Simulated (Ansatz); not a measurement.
# Rb2PtF4 (started from the K2NiF4 type) (I4/mmm): how robust is the cRPA U?

Aim: hold the target of a cRPA run on Rb2PtF4 (started from the K2NiF4 type) (I4/mmm) and move one thing at a time.

Main program and level: Ansatz 0.2.0; constrained RPA on PBE, plane waves, PAW.

The structure was built from a prototype and need not be the compound's stable phase.

**1. The structure**

The structure is tetragonal, space group I4/mmm (No. 139). Conventional cell: a = 4.587 Å, b = 4.587 Å, c = 13.407 Å, α = 90.00°, β = 90.00°, γ = 90.00°. Nearest to Rb lie 9 F at 2.80 to 3.25 Å. Nearest to Pt lie 6 F at 2.06 to 2.29 Å. Nearest to F lie 2 Pt at 2.29 Å and 4 Rb at 2.94 Å. F has 1 Pt at 2.06 Å and 5 Rb at 2.80 to 3.25 Å nearest. Farther neighbours and most contacts between anions are not listed.

Structure file:

```cif
data_structure
_symmetry_space_group_name_H-M 'I4/mmm'
_symmetry_Int_Tables_number 139
_cell_length_a 4.5870
_cell_length_b 4.5870
_cell_length_c 13.4070
_cell_angle_alpha 90.000
_cell_angle_beta 90.000
_cell_angle_gamma 90.000
_cell_volume 282.08
loop_
_atom_site_label
_atom_site_type_symbol
_atom_site_symmetry_multiplicity
_atom_site_Wyckoff_symbol
_atom_site_fract_x
_atom_site_fract_y
_atom_site_fract_z
_atom_site_occupancy
Rb1 Rb 4 e 0.00000 0.00000 0.36259 1
Pt1 Pt 2 a 0.00000 0.00000 0.00000 1
F1 F 4 c 0.00000 0.50000 0.00000 1
F2 F 4 e 0.00000 0.00000 0.15390 1
```

The structure was relaxed with PBE. The structure type comes from a generator and need not be one that this composition takes. The structure was generated from a model, not taken from a measurement. The runs that relaxed it are not among those shown. The program's search for lower electronic states was switched off, so nothing shows that the state found is the lowest. Spin-orbit coupling is left out unless a step names it. The default PAW set here is soft_2. Its files were made with PBE.

**2. Base: Pt eg, bands v1 to c1, 4×4×4 mesh, medium accuracy**

Constrained RPA screens the interaction with every transition except those inside the target bands, which a later many-body model would treat itself.

Input file input.yaml:

```yaml
crystal:
  lattice:
    - [6.70348098, 2.29347667, -2.29347667]
    - [6.70348098, -2.29347667, 2.29347667]
    - [-6.70348098, -2.29347667, -2.29347667]
  atoms:
    - { symbol: Rb, position: [0.3625873205, 0.3625873205, 0.0] }
    - { symbol: Rb, position: [0.6374126795, 0.6374126795, 0.0] }
    - { symbol: Pt, position: [0.0, 0.0, 0.0] }
    - { symbol: F, position: [0.0, 0.5, 0.5] }
    - { symbol: F, position: [0.5, 0.0, 0.5] }
    - { symbol: F, position: [0.1539010749, 0.1539010749, 0.0] }
    - { symbol: F, position: [0.8460989251, 0.8460989251, 0.0] }
kpoints:
  mp_grid: { grid: [8, 8, 8] }
hamiltonian:
  xc: pbe
scf:
  occupations: { method: gaussian, width: 0.08 }
  n_extra_bands: 19
  max_iter: 150
  lower_state_search: "off"
output:
  crpa:
    kmesh: [4, 4, 4]
    target_bands: [v1, c1]
    projections: [{ species: Pt, l: d, shell: 5, orbitals: [dz2, dx2-y2] }]
  local_orbitals:
    kmesh: [8, 8, 8]
    orbitals: [{ species: Pt, l: d, shell: 5, orbitals: [dz2, dx2-y2] }]
    window: { bands: [v1, c1] }
    seedname: lo
```

Started as:

```bash
ansatz run input.yaml --threads 8 --pin off --max-ram 14745MiB --backend cpu --events-out ev --progress --plain --runs-dir out
```

Numbers of over 12 decimals in the logs are rounded to 6 here.

Output:

```text
scf.n_extra_bands = 19 over 32 filled bands (N_el = 64.0): the run solves 51 bands
Engine: ansatz 0.2.0, aarch64-unknown-linux-gnu
Pseudopotentials: kind: paw
Pseudopotential: Rb, paw, valence charge 9, recommended cutoff 420 eV (normal), Rb.paw.azcp
Pseudopotential: Pt, paw, valence charge 18, recommended cutoff 420 eV (normal), Pt.paw.azcp
Pseudopotential: F, paw, valence charge 7, recommended cutoff 420 eV (normal), F.paw.azcp
Functional definition: PBE
  parameter kappa = 0.804
  parameter beta = 0.066725
  exchange = pbe_x(kappa = kappa, mu = beta*pi^2/3)
  correlation = pbe_c(beta = beta)
Crystal: 7 atoms, lattice volume = 141.042 Å³
Basis set: ecut = 420 eV, 2775 PW (Γ)
Bands: 51, of which v1, the nominal top of the filled ones, is band 32 counted from 1 (31 counted from 0)
Symmetry: 16 space group operations
Space group: I4/mmm (ITA 139), of the structure as read, at distance tolerance 5.2e-5 Å
k-points: 59 of 512
Non-local potential: Rb, projectors of the file, l = 0: 3, l = 1: 2, l = 2: 2
Non-local potential: Pt, projectors of the file, l = 0: 3, l = 1: 2, l = 2: 2, l = 3: 1
Non-local potential: F, projectors of the file, l = 0: 2, l = 1: 2, l = 2: 1
PAW form: soft (Blöchl's): semilocal exchange-correlation on the pseudo side does not see the compensation charge
PAW one-centre angular grid: Rb, 110 points (default); XC on 64 Gauss nodes
PAW one-centre angular grid: Pt, 590 points (default); XC on 64 Gauss nodes
PAW one-centre angular grid: F, 110 points (default); XC on 64 Gauss nodes
Initial density: superposition of atomic densities (neutral atoms: chi_scale 0, normalization atom), corrected by the library's trained network
Initial wavefunctions: pseudopotential atomic-orbital guess
Functional: x = pbe(κ = 0.804, μ = 0.219515), c = pbe(β = 0.066725)
SCF iter   1: F=—  HF=-22293.441813 eV  |F-HF|=—  |Δ(HF+E_count)|=         —  Δρ=4.83e-3  dr2=2.05e-2  ethr=1.77e-3  ⟨swp⟩=6.0  Hψ=12906  notcnv=0  defer=403
preconditioner: auto → LDOS  [insulator: Δε(μ)=0.124 eV  Ē_g=16.362 eV  σ=0.080 eV  W_gap=0.72  n_scr=32 (ndim 8)  ℏωp=22.5 eV  f_vac=0.169  D(μ)=1.64/eV (n_scr^D=10)  ε∞_Penn≈2.9  β→1.0]
SCF iter   2: F=—  HF=-22293.440684 eV  |F-HF|=—  |Δ(HF+E_count)|=   1.13e-3  Δρ=2.18e-3  dr2=3.25e-3  ethr=3.21e-5  ⟨swp⟩=2.0  Hψ=4759  notcnv=0  defer=700
SCF iter   3: F=—  HF=-22293.440625 eV  |F-HF|=—  |Δ(HF+E_count)|=   5.86e-5  Δρ=1.16e-3  dr2=1.26e-3  ethr=5.07e-6  ⟨swp⟩=2.0  Hψ=4373  notcnv=0  defer=700
SCF iter   4: F=—  HF=-22293.440401 eV  |F-HF|=—  |Δ(HF+E_count)|=   2.25e-4  Δρ=3.57e-4  dr2=1.75e-4  ethr=1.98e-6  ⟨swp⟩=2.1  Hψ=3551  notcnv=0  defer=700
SCF iter   5: F=—  HF=-22293.440413 eV  |F-HF|=—  |Δ(HF+E_count)|=   1.22e-5  Δρ=1.79e-4  dr2=3.32e-5  ethr=2.73e-7  ⟨swp⟩=2.0  Hψ=3551  notcnv=0  defer=700
SCF iter   6: F=—  HF=-22293.440404 eV  |F-HF|=—  |Δ(HF+E_count)|=   9.02e-6  Δρ=2.10e-5  dr2=2.32e-7  ethr=5.19e-8  ⟨swp⟩=2.2  Hψ=3444  notcnv=0  defer=700
SCF iter   7: F=-22293.440405 eV  HF=-22293.440405 eV  |F-HF|=2.03e-8  |Δ(HF+E_count)|=   8.62e-7  Δρ=4.33e-6  dr2=1.03e-8  ethr=1.56e-10  ⟨swp⟩=10.2  Hψ=13731  notcnv=0
SCF 1 converged in 7 iterations: F = -22293.440405 eV  dr2 = 1.03e-8
[...]
NSCF: frozen V_eff on 63 k-points
NSCF: frozen V_eff on 13 k-points
[...]
cRPA screening: q 1/64
cRPA screening: q 2/64
cRPA screening: q 6/64 (q-point 3)
cRPA screening: q 8/64 (q-point 5)
cRPA screening: q 16/64 (q-point 6)
cRPA screening: q 32/64 (q-point 9)
cRPA screening: q 36/64 (q-point 10)
cRPA screening: q 44/64 (q-point 22)
cRPA screening: q 46/64 (q-point 24)
cRPA screening: q 48/64 (q-point 27)
cRPA screening: q 56/64 (q-point 30)
cRPA screening: q 60/64 (q-point 31)
cRPA screening: q 64/64 (q-point 43)
SCF converged after 7 iterations
Free energy (F): -22293.440405 eV
Harris-Foulkes:  -22293.440405 eV  (|F-HF|=2.03e-8)
Internal energy: -22293.433371 eV  (E = F + TS)
E sigma→0 (E₀):  -22293.436888 eV
Entropy (-TS):   -0.007033 eV (-1.005 meV/atom)
Fermi energy:    6.388346 eV
--- Per-component energies (eV) ---
  E_band       = -671.435142
  E_kinetic    = 1845.671269
  E_local      = -7432.915621  (includes V_loc(G=0)·N_el)
  E_nonlocal   = 843.029578
  E_hartree    = 2840.619108
  E_xc         = -840.848985
  E_vxc        = -983.736948  (∫ρ·V_xc dr)
  E_paw        = -15491.036972  (= ΣΔE_a)
  E_vpaw       = -624.734094  (= ΣTr[D̂ρ^β])
  E_aug_tail   = 0.008481  (compensation charges beyond the density's cutoff)
  E_ewald      = -4057.960229
  E_smearing   = -0.007033  (= −TS)
  E_closure    = 0.000000  (closes the sum)
  Σ components = -22293.440405   (vs F -22293.440405, Δ=0.00e0)
--- Band table (eV; the first three rows and the last of 59) ---
  k-point 0: bands = [... 28 lower, 4.1750, 4.6675, 4.6675, 4.8635, 5.5243, 7.7097, 11.1019, 11.3524, ... 15 higher]
  k-point 1: bands = [... 28 lower, 4.3655, 4.7169, 4.7236, 5.2540, 5.9260, 8.0192, 11.0903, 11.3686, ... 15 higher]
  k-point 2: bands = [... 28 lower, 4.7467, 4.8421, 4.8617, 6.1090, 6.6259, 8.8982, 11.0457, 11.3773, ... 15 higher]
  k-point 58: bands = [... 28 lower, 4.1757, 4.7116, 4.7116, 4.8627, 5.4601, 8.8763, 9.1582, 10.9377, ... 15 higher]
--- cRPA (band scheme, projected local orbitals): target bands 32..33 (1-based), 2 Wannier function(s), 4×4×4 mesh, 66 bands' worth read of 71 solved, ecut_chi 136.0 eV, v(q+G=0) probe_charge, pair densities all_electron ---
  bands read: the sum over 66 bands ends inside a degenerate multiplet in 3 slots, whose members it reads at an even weight; the widest, k=21: bands 66 to 67 (counted from 1) at 1/2 each
  χ-basis size per q: N_G = 492..516
  window electrons = 2.0000, filled by tetrahedron_uncorrected; constrained ε̄⁻¹(q = 0, 0) head = 0.439745; min gauge Gram eig = 0.5870
  Kanamori averages over each shell's own Wannier functions (sites counted from 0, functions from 1):
    Site 2, 5D, 2 of 5 d orbitals (Wannier functions 1, 2; wannier90's mr 1, 4):
      screened: U = 5.2938 eV, U' = 4.3591 eV, J = 0.3718 eV
      screened, to within: U = 2.2e-2 eV, U' = 2.2e-2 eV, J = 1.5e-3 eV
      bare: V = 12.9004 eV, V' = 11.4613 eV, J = 0.5608 eV
  Hermiticity witness max|P − P†| over intra, direct and exchange elements: 7.11e-15 eV (screened), 4.89e-23 eV (bare)
  Reality witness max|Im| over intra, direct and exchange elements: 3.60e-18 eV (screened), 8.00e-18 eV (bare)
```

It took 2.1 min on 8 threads of Arm Neoverse V1, shared host; peak memory 1.2 GiB.

Numbers from this step:

- U: 5.294 eV
- U prime (inter-orbital): 4.359 eV
- J: 0.3718 eV
- bare V: 12.90 eV
- bare J: 0.5608 eV
- stated bound on U: 0.02120 eV
- U over bare V: 0.4104
- electrons in the window: 2.000
- head of the constrained inverse dielectric matrix: 0.4397
- least eigenvalue of the projection's overlap: 0.5870
- target functions: 2
- bands in the sums: 66
- r.m.s. miss of the model bands: 2.97e-4 eV
- width of the target bands: 2.438 eV
- weight of the projected orbitals in the window: 0.7192

On the Pt eg shell, screening brings the on-site interaction from 12.9 eV down to U = 5.29 eV.

**3. Changed: 6×6×6 mesh**

Changes to input.yaml since step 2:

```diff
@@ -24,9 +24,4 @@
   crpa:
-    kmesh: [4, 4, 4]
+    kmesh: [6, 6, 6]
     target_bands: [v1, c1]
     projections: [{ species: Pt, l: d, shell: 5, orbitals: [dz2, dx2-y2] }]
-  local_orbitals:
-    kmesh: [8, 8, 8]
-    orbitals: [{ species: Pt, l: d, shell: 5, orbitals: [dz2, dx2-y2] }]
-    window: { bands: [v1, c1] }
-    seedname: lo
```

Output:

```text
[...]
Crystal: 7 atoms, lattice volume = 141.042 Å³
Basis set: ecut = 420 eV, 2775 PW (Γ)
Bands: 51, of which v1, the nominal top of the filled ones, is band 32 counted from 1 (31 counted from 0)
Symmetry: 16 space group operations
[...]
k-points: 59 of 512
[...]
SCF iter   1: F=—  HF=-22293.441813 eV  |F-HF|=—  |Δ(HF+E_count)|=         —  Δρ=4.83e-3  dr2=2.05e-2  ethr=1.77e-3  ⟨swp⟩=6.0  Hψ=12906  notcnv=0  defer=403
[...]
SCF iter   7: F=-22293.440405 eV  HF=-22293.440405 eV  |F-HF|=2.03e-8  |Δ(HF+E_count)|=   8.62e-7  Δρ=4.33e-6  dr2=1.03e-8  ethr=1.56e-10  ⟨swp⟩=10.2  Hψ=13731  notcnv=0
SCF 1 converged in 7 iterations: F = -22293.440405 eV  dr2 = 1.03e-8
[...]
NSCF: frozen V_eff on 30 k-points
[...]
cRPA screening: q 1/216
cRPA screening: q 2/216
cRPA screening: q 6/216 (q-point 3)
cRPA screening: q 10/216 (q-point 4)
cRPA screening: q 12/216 (q-point 7)
[...]
SCF converged after 7 iterations
Free energy (F): -22293.440405 eV
[...]
Internal energy: -22293.433371 eV  (E = F + TS)
E sigma→0 (E₀):  -22293.436888 eV
Entropy (-TS):   -0.007033 eV (-1.005 meV/atom)
Fermi energy:    6.388346 eV
[...]
--- Band table (eV; the first three rows and the last of 59) ---
  k-point 0: bands = [... 28 lower, 4.1750, 4.6675, 4.6675, 4.8635, 5.5243, 7.7097, 11.1019, 11.3524, ... 15 higher]
  k-point 1: bands = [... 28 lower, 4.3655, 4.7169, 4.7236, 5.2540, 5.9260, 8.0192, 11.0903, 11.3686, ... 15 higher]
  k-point 2: bands = [... 28 lower, 4.7467, 4.8421, 4.8617, 6.1090, 6.6259, 8.8982, 11.0457, 11.3773, ... 15 higher]
  k-point 58: bands = [... 28 lower, 4.1757, 4.7116, 4.7116, 4.8627, 5.4601, 8.8763, 9.1582, 10.9377, ... 15 higher]
[...]
χ-basis size per q: N_G = 494..518
[...]
Site 2, 5D, 2 of 5 d orbitals (Wannier functions 1, 2; wannier90's mr 1, 4):
      screened: U = 5.3320 eV, U' = 4.3952 eV, J = 0.3708 eV
      screened, to within: U = 2.3e-2 eV, U' = 2.3e-2 eV, J = 1.5e-3 eV
      bare: V = 12.8674 eV, V' = 11.4301 eV, J = 0.5599 eV
[...]
```

The job ended after 14 min (8 threads; peak memory 1.8 GiB; 1.7 h of CPU time).

Numbers from this step:

| Quantity | Value |
| --- | --- |
| U | 5.332 eV |
| U prime (inter-orbital) | 4.395 eV |
| J | 0.3708 eV |
| bare V | 12.87 eV |
| bare J | 0.5599 eV |
| stated bound on U | 0.02207 eV |
| U over bare V | 0.4144 |
| electrons in the window | 2.000 |
| head of the constrained inverse dielectric matrix | 0.4421 |
| least eigenvalue of the projection's overlap | 0.5870 |
| target functions | 2 |
| bands in the sums | 66 |
| width of the target bands | 2.438 eV |
| weight of the projected orbitals in the window | 0.7192 |

On the Pt eg shell, screening brings the on-site interaction from 12.9 eV down to U = 5.33 eV.

**4. Changed: 2×2×2 mesh**

Changes to input.yaml since step 3:

```diff
@@ -24,3 +24,3 @@
   crpa:
-    kmesh: [6, 6, 6]
+    kmesh: [2, 2, 2]
     target_bands: [v1, c1]
```

Output:

```text
[...]
Crystal: 7 atoms, lattice volume = 141.042 Å³
Basis set: ecut = 420 eV, 2775 PW (Γ)
Bands: 51, of which v1, the nominal top of the filled ones, is band 32 counted from 1 (31 counted from 0)
Symmetry: 16 space group operations
[...]
k-points: 59 of 512
[...]
k-point 58: bands = [... 28 lower, 4.1757, 4.7116, 4.7116, 4.8627, 5.4601, 8.8763, 9.1582, 10.9377, ... 15 higher]
[...]
χ-basis size per q: N_G = 510..516
[...]
Site 2, 5D, 2 of 5 d orbitals (Wannier functions 1, 2; wannier90's mr 1, 4):
      screened: U = 5.5248 eV, U' = 4.5787 eV, J = 0.3823 eV
      screened, to within: U = 2.1e-2 eV, U' = 2.1e-2 eV, J = 1.5e-3 eV
      bare: V = 13.1368 eV, V' = 11.7193 eV, J = 0.5731 eV
[...]
[key lines of the parts left out:]
SCF converged after 7 iterations
Free energy (F): -22293.440405 eV
Fermi energy:    6.388346 eV
```

Wall time 12 s (8 threads); peak memory 1 GiB; 85 s of CPU time.

Numbers from this step:

```
U                                                 : 5.525 eV
U prime (inter-orbital)                           : 4.579 eV
J                                                 : 0.3823 eV
bare V                                            : 13.14 eV
bare J                                            : 0.5731 eV
stated bound on U                                 : 0.02081 eV
U over bare V                                     : 0.4206
electrons in the window                           : 2.000
head of the constrained inverse dielectric matrix : 0.4491
least eigenvalue of the projection's overlap      : 0.5870
target functions                                  : 2
bands in the sums                                 : 66
width of the target bands                         : 2.438 eV
weight of the projected orbitals in the window    : 0.7192
```

On the Pt eg shell, screening brings the on-site interaction from 13.1 eV down to U = 5.52 eV.

**5. Changed: accuracy high**

Changes to input.yaml since step 4:

```diff
@@ -24,4 +24,5 @@
   crpa:
-    kmesh: [2, 2, 2]
+    kmesh: [4, 4, 4]
     target_bands: [v1, c1]
     projections: [{ species: Pt, l: d, shell: 5, orbitals: [dz2, dx2-y2] }]
+    accuracy: high
```

Output:

```text
[...]
Crystal: 7 atoms, lattice volume = 141.042 Å³
Basis set: ecut = 420 eV, 2775 PW (Γ)
Bands: 51, of which v1, the nominal top of the filled ones, is band 32 counted from 1 (31 counted from 0)
Symmetry: 16 space group operations
[...]
k-points: 59 of 512
[...]
k-point 58: bands = [... 28 lower, 4.1757, 4.7116, 4.7116, 4.8627, 5.4601, 8.8763, 9.1582, 10.9377, ... 15 higher]
[...]
χ-basis size per q: N_G = 492..516
[...]
Site 2, 5D, 2 of 5 d orbitals (Wannier functions 1, 2; wannier90's mr 1, 4):
      screened: U = 5.2952 eV, U' = 4.3605 eV, J = 0.3717 eV
      screened, to within: U = 6.8e-4 eV, U' = 6.8e-4 eV, J = 5.0e-5 eV
      bare: V = 12.9004 eV, V' = 11.4613 eV, J = 0.5608 eV
[...]
[key lines of the parts left out:]
SCF converged after 7 iterations
Free energy (F): -22293.440405 eV
Fermi energy:    6.388346 eV
```

It took 3 min on 8 threads; peak memory 1.6 GiB; 22 min of CPU time.

Numbers from this step:

| Property | Result |
| --- | --- |
| U | 5.295 eV |
| U prime (inter-orbital) | 4.360 eV |
| J | 0.3717 eV |
| bare V | 12.90 eV |
| bare J | 0.5608 eV |
| stated bound on U | 6.71e-4 eV |
| U over bare V | 0.4105 |
| electrons in the window | 2.000 |
| head of the constrained inverse dielectric matrix | 0.4398 |
| least eigenvalue of the projection's overlap | 0.5870 |
| target functions | 2 |
| bands in the sums | 66 |
| width of the target bands | 2.438 eV |
| weight of the projected orbitals in the window | 0.7192 |

On the Pt eg shell, screening brings the on-site interaction from 12.9 eV down to U = 5.30 eV.

**6. Changed: sums over states**

Changes to input.yaml since step 5:

```diff
@@ -27,2 +27,4 @@
     projections: [{ species: Pt, l: d, shell: 5, orbitals: [dz2, dx2-y2] }]
-    accuracy: high
+    accuracy: sum_over_states
+    n_empty_bands: 64
+    ecut_chi: 136
```

Output:

```text
[...]
Crystal: 7 atoms, lattice volume = 141.042 Å³
Basis set: ecut = 420 eV, 2775 PW (Γ)
Bands: 51, of which v1, the nominal top of the filled ones, is band 32 counted from 1 (31 counted from 0)
Symmetry: 16 space group operations
[...]
k-points: 59 of 512
[...]
χ-basis size per q: N_G = 492..516
[...]
U and J over all bands: no bound (output.crpa.accuracy: sum_over_states); those below are of the sums over the bands read on the sphere of ecut_chi, with what the atoms add
[...]
Site 2, 5D, 2 of 5 d orbitals (Wannier functions 1, 2; wannier90's mr 1, 4):
      screened: U = 5.4959 eV, U' = 4.4402 eV, J = 0.4177 eV
      bare: V = 12.9004 eV, V' = 11.4613 eV, J = 0.5608 eV
[...]
[key lines of the parts left out:]
SCF converged after 7 iterations
Free energy (F): -22293.440405 eV
Fermi energy:    6.388346 eV
```

Wall time 29 s (8 threads); peak memory 0.95 GiB.

This variant gives U = 5.50 eV against 5.29 eV. It is a finite sum over empty states with no bound on its error and stays out of the table below.

**7. Changed: orbitals of another atom**

Changes to input.yaml since step 6:

```diff
@@ -26,5 +26,2 @@
     target_bands: [v1, c1]
-    projections: [{ species: Pt, l: d, shell: 5, orbitals: [dz2, dx2-y2] }]
-    accuracy: sum_over_states
-    n_empty_bands: 64
-    ecut_chi: 136
+    projections: [{ species: F, l: p }]
```

Output:

```text
Error: invalid value for `output.crpa.projections`: 12 orbital(s) selected but the target window spans 2 band(s); name one orbital per band of it
```

Wall time 0.06 s (8 threads); peak memory 0.081 GiB.

The program refused the input before any cycle.

The program's message: “Error: invalid value for `output.crpa.projections`: 12 orbital(s) selected but the target window spans 2 band(s); name one orbital per band of it”

The fault put into this input: trial orbitals that do not match the target bands.

[end of part 1 of 2]

[Paths, hosts, dates, memory and timing lines, banners, echoed tables and standing remarks are left out of the program output.]

[Logs are printed without paths, hosts, clocks, repeated set-up lines and the standing remarks that a program may print on its own settings, such as how far it seeks lower states.]

[Runs of the session that timed out or met a known fault of the program may be left out.]

[Hosts, paths, dates, database ids (printed as entryN), source tags and the programs' standing remarks are cut or masked in the printed files.]
